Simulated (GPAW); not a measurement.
# Does bcc Fe15Ni1 carry moments in GPAW?, part 2 of 2

Aim: find out whether bcc Fe15Ni1 carries moments when they start parallel, and what they gain.

GPAW 26.7.0; PBE; plane waves with GPAW's PAW setups, scalar-relativistic.

So far. Step 2 (Start 1: ferro ++++++++++++++++): After 35 cycles the largest moment stands at 2.48 μB.

### 3. Start 2: no spin polarisation

A run without seeds gives the zero against which the gain from the moments is read.

Input file nospin.py:

```python
import json
import numpy as np
from ase import Atoms
from ase.parallel import paropen, parprint
from gpaw import GPAW

atoms = Atoms(['Ni', 'Fe', 'Fe', 'Fe', 'Fe', 'Fe', 'Fe', 'Fe', 'Fe', 'Fe', 'Fe', 'Fe', 'Fe', 'Fe', 'Fe', 'Fe'],
    cell=[[5.725, 0.0, 0.0],
         [0.0, 5.725, 0.0],
         [0.0, 0.0, 5.725]],
    scaled_positions=[[0.0, 0.0, 0.0],
         [0.25, 0.25, 0.25],
         [0.0, 0.0, 0.5],
         [0.25, 0.25, 0.75],
         [0.0, 0.5, 0.0],
         [0.25, 0.75, 0.25],
         [0.0, 0.5, 0.5],
         [0.25, 0.75, 0.75],
         [0.5, 0.0, 0.0],
         [0.75, 0.25, 0.25],
         [0.5, 0.0, 0.5],
         [0.75, 0.25, 0.75],
         [0.5, 0.5, 0.0],
         [0.75, 0.75, 0.25],
         [0.5, 0.5, 0.5],
         [0.75, 0.75, 0.75]],
    pbc=True)
atoms.calc = GPAW(mode={'name': 'pw', 'ecut': 450},
    xc='PBE',
    kpts={'size': (7, 7, 7), 'gamma': True},
    occupations={'name': 'fermi-dirac', 'width': 0.05},
    convergence={'density': 1e-05, 'energy': 1e-05},
    maxiter=200,
    mixer={'name': 'pulay', 'beta': 0.04, 'nmaxold': 8, 'weight': 100},
    symmetry={'tolerance': 1e-4},
    txt='nospin.txt')
e = atoms.get_potential_energy(force_consistent=True)
res = {'free_energy': e, 'energy_sigma0': atoms.get_potential_energy(), 'fermi_energy': atoms.calc.get_fermi_level()}
parprint(f'free energy: {e:.6f} eV')
atoms.calc.write('nospin.gpw')
with paropen('results.json', 'w') as f:
    json.dump(res, f)
```

Launch:

```bash
> OMP_NUM_THREADS=1 mpirun -n 4 gpaw python nospin.py > nospin.log
```

Log:

```text
free energy: -133.432781 eV

--- nospin.txt ---
Input parameters:
  mode=PW(ecut=450),
  convergence={'density': 1e-05, 'energy': 1e-05},
  kpts=MonkhorstPack(size=(7, 7, 7), gamma=True),
  maxiter=200,
  mixer=Pulay(name='pulay', nmaxold=8, beta=0.04, weight=100, sigma=0.015, g_ss=None),
  occupations=Occupations(name='fermi-dirac', width=0.05),
  symmetry=Symmetry(tolerance=0.0001),
  xc=XC(name='PBE')

Diagonalizing LCAO Hamiltonian
Converting LCAO to pw mode
     .-------------.
    /|             |
   / |             |
  /  | Fe     Fe   |
 *   |             |
 | FeFe   FeFe     |
 |   | Fe     Fe   |
 Fe  .--Fe---------.
 |  /Fe     Fe    /
 | Fe     Fe     /
 |/             /
 Ni-----Fe-----*

Atoms  # Å, Bohr magnetons
|    | symbol |        x |        y |        z |    initial magnetic moments |
|----|--------|----------|----------|----------|-----------------------------|
|  0 |     Ni | 0.000000 | 0.000000 | 0.000000 | ( 0.0000,  0.0000,  0.0000) |
|  1 |     Fe | 1.431250 | 1.431250 | 1.431250 | ( 0.0000,  0.0000,  0.0000) |
|  2 |     Fe | 0.000000 | 0.000000 | 2.862500 | ( 0.0000,  0.0000,  0.0000) |
|  3 |     Fe | 1.431250 | 1.431250 | 4.293750 | ( 0.0000,  0.0000,  0.0000) |
|  4 |     Fe | 0.000000 | 2.862500 | 0.000000 | ( 0.0000,  0.0000,  0.0000) |
|  5 |     Fe | 1.431250 | 4.293750 | 1.431250 | ( 0.0000,  0.0000,  0.0000) |
|  6 |     Fe | 0.000000 | 2.862500 | 2.862500 | ( 0.0000,  0.0000,  0.0000) |
|  7 |     Fe | 1.431250 | 4.293750 | 4.293750 | ( 0.0000,  0.0000,  0.0000) |
|  8 |     Fe | 2.862500 | 0.000000 | 0.000000 | ( 0.0000,  0.0000,  0.0000) |
|  9 |     Fe | 4.293750 | 1.431250 | 1.431250 | ( 0.0000,  0.0000,  0.0000) |
| 10 |     Fe | 2.862500 | 0.000000 | 2.862500 | ( 0.0000,  0.0000,  0.0000) |
| 11 |     Fe | 4.293750 | 1.431250 | 4.293750 | ( 0.0000,  0.0000,  0.0000) |
| 12 |     Fe | 2.862500 | 2.862500 | 0.000000 | ( 0.0000,  0.0000,  0.0000) |
| 13 |     Fe | 4.293750 | 4.293750 | 1.431250 | ( 0.0000,  0.0000,  0.0000) |
| 14 |     Fe | 2.862500 | 2.862500 | 2.862500 | ( 0.0000,  0.0000,  0.0000) |
| 15 |     Fe | 4.293750 | 4.293750 | 4.293750 | ( 0.0000,  0.0000,  0.0000) |

Unit cell  # Å
| periodic |        x |        y |        z |  lengths |    angles |
|----------|----------|----------|----------|----------|-----------|
|      yes | 5.725000 | 0.000000 | 0.000000 | 5.725000 | 90.000000 |
|      yes | 0.000000 | 5.725000 | 0.000000 | 5.725000 | 90.000000 |
|      yes | 0.000000 | 0.000000 | 5.725000 | 5.725000 | 90.000000 |

Number of symmetries: 48

BZ-sampling:
  Number of BZ points: 343
  Number of IBZ points: 20

  Monkhorst-Pack size: [7, 7, 7]
  Monkhorst-Pack shift: [0, 0, 0]

Plane wave coefficients: 4082
Cutoff: 450.000000 eV

Spin-components: 1 (collinear spins)
Bands:           86
Projectors:      96
Spin-degeneracy: 2
Datatype:        complex128

Parallelization:
  kpt:    4
  domain: 1
  band:   1

Density:
  Valence electrons: 136.0
  Components: 1
  Grid points: [30 30 30]
  Charge: 0.0  # |e|

Potential:
  Grid points: [30 30 30]

[... setups left out ...]
Reference energy: -560659.817446  # eV

eigensolver:
  PPCG
  Converge bands: occupied
  niter=2

density mixing:
  Pulay-Mixer
  Linear mixing parameters: 0.04
  Old densities: 8
  Fourier metric: weight=100, sigma=0.015

occupation numbers:
  Fermi-Dirac:
    width: 0.0500  # eV

poisson solver:
  ecut: 3600.000000  # eV

xc functional:
  name: PBE with 2 nearest neighbor stencil

convergence criteria:
- Maximum integral of absolute [dens]ity change: 1e-05 electrons / valence electron
- Maximum [total energy] change in last 3 cyles: 1e-05 eV / valence electron
- Maximum integral of absolute [eigenst]ate change: 4e-08 eV^2 / valence electron
maximum number of iterations: 200

SCF iterations
|iter     |      energy | eigst |  dens |
|---------|-------------|-------|-------|
|iter:   1|       0s | -134.109263 | +0.55 |       |
|iter:   2|       7s | -133.550771 | -0.82 | -1.25 |
|iter:   3|      15s | -133.300615 | -1.38 | -1.33 |
|iter:   4|      23s | -133.065812 | -1.86 | -1.41 |
|iter:   5|      31s | -132.761815 | -1.75 | -1.49 |
|iter:   6|      39s | -132.698170 | -1.94 | -1.67 |
|iter:   7|      48s | -132.712178 | -2.57 | -1.83 |
|iter:   8|      56s | -133.088875 | -2.20 | -1.88 |
|iter:   9|      64s | -133.176229 | -2.08 | -1.83 |
|iter:  10|      72s | -133.177848 | -2.88 | -2.37 |
|iter:  11|      80s | -133.171280 | -2.87 | -2.51 |
|iter:  12|      88s | -133.177666 | -3.13 | -2.45 |
|iter:  13|      96s | -133.176849 | -3.72 | -2.91 |
|iter:  14|     104s | -133.176763c| -4.25 | -3.13 |
|iter:  15|     112s | -133.177020c| -4.53 | -3.21 |
|iter:  16|     119s | -133.176604c| -4.74 | -3.34 |
|iter:  17|     126s | -133.176517c| -5.21 | -3.60 |
|iter:  18|     134s | -133.176465c| -5.51 | -3.76 |
|iter:  19|     141s | -133.176479c| -6.03 | -3.81 |
|iter:  20|     148s | -133.176441c| -6.08 | -3.86 |
|iter:  21|     156s | -133.176434c| -6.37 | -3.92 |
|iter:  22|     163s | -133.176436c| -6.49 | -3.98 |
|iter:  23|     171s | -133.176440c| -6.74 | -4.18 |
|iter:  24|     179s | -133.176444c| -6.87 | -4.31 |
|iter:  25|     188s | -133.176440c| -7.34 | -4.48 |
|iter:  26|     196s | -133.176436c| -7.32 | -4.58 |
|iter:  27|     201s | -133.176434c| -7.53c| -4.80 |
|iter:  28|     206s | -133.176433c| -7.56c| -4.88 |
|iter:  29|     212s | -133.176432c| -7.86c| -5.01c|

Converged in 29 steps
Energy contributions relative to reference atoms: (reference = -560659.817446)

Energy contributions:
  Kinetic:         -29.880556
  Coulomb:          21.696003
  Zero:              2.748749
  External:          0.000000
  Xc:             -127.484279
  Entropy:          -0.512697
  Spinorbit:         0.000000
  ----------------------------
  Free energy:    -133.432781
  Extrapolated:   -133.176432

dipole moment: (-53.956431, -53.956431, -53.956431)  # |e|*Ang

Fermi level: 9.597
Eigenvalues  # (at kpt = [0.000, 0.000, 0.000])
| band index |      eig [eV] | occ [0-2] |
|------------|---------------|-----------|
|          0 |       -53.907 |     2.000 |
|        ... |               |           |
|         57 |         9.272 |     1.997 |
|         58 |         9.297 |     1.995 |
|         59 |         9.525 |     1.617 |
|         60 |         9.525 |     1.617 |
|         61 |         9.525 |     1.617 |
|         62 |         9.544 |     1.482 |
|         63 |         9.555 |     1.400 |
|         64 |         9.555 |     1.400 |
|         65 |         9.665 |     0.406 |
|         66 |         9.665 |     0.406 |
|         67 |         9.749 |     0.091 |
|         68 |         9.776 |     0.055 |
|         69 |         9.776 |     0.055 |
|         70 |         9.789 |     0.042 |
|         71 |         9.789 |     0.042 |
|         72 |         9.789 |     0.042 |
|        ... |               |           |
|         85 |        10.490 |     0.000 |

No gap
No difference between direct/indirect transitions
```

It took 4 min on 4 MPI ranks of Intel Xeon at 2.50GHz (Skylake/Cascade Lake), shared host; peak memory 1.2 GiB; 16 min of CPU time.

This step gave:

- final state: non-magnetic (no spin polarisation)

It lies 540 meV a seeded atom over the first start.

### 4. Ranking

Energies are divided by the number of seeded atoms, so that cells of unlike size compare.

Orders:

```
                 start    final state  typed order kept  energy over the lowest (meV a seeded atom)  largest site moment (μB)  net moment (μB a primitive cell)  mesh matched  CPU time (s)
ferro ++++++++++++++++  ferromagnetic               yes                                           0                     2.476                             36.72           yes          2338
  no spin polarisation   non-magnetic                 -                                       539.7                         0                                 0           yes         952.7
```

### 5. What came out

* lower run: with moments
* largest site moment: 2.48 μB
* energy gained by spin polarisation: 540 meV a seeded atom

**Reading.** The crystal holds moments, up to 2.48 μB, and gains 540 meV a seeded atom by them. No antiferromagnetic order was tried, so the session says nothing on how the moments order.

[Long decimals in the printed logs are rounded to 6 places.]

[Logs and program files are shortened in this print: banners, set-up blocks, solver, clock and traceback lines can be left out without a mark of their own.]

[Logs are printed without paths, hosts, clocks, repeated set-up lines and the standing remarks that a program may print on its own settings, such as how far it seeks lower states.]

[Hosts, paths, dates, database ids (printed as entryN), source tags and the programs' standing remarks are cut or masked in the printed files.]

[Where the starting crystal was built by hand or by swapping elements, it need not be the compound's stable phase.]

[Where a cell is said to come from a database of computed structures, the database is the Materials Project.]

[Runs that the program refused, that were killed for memory or that had too few empty states are not shown or counted.]

[Lattice constants of own cells that a recipe calls measured were typed without a cited source.]
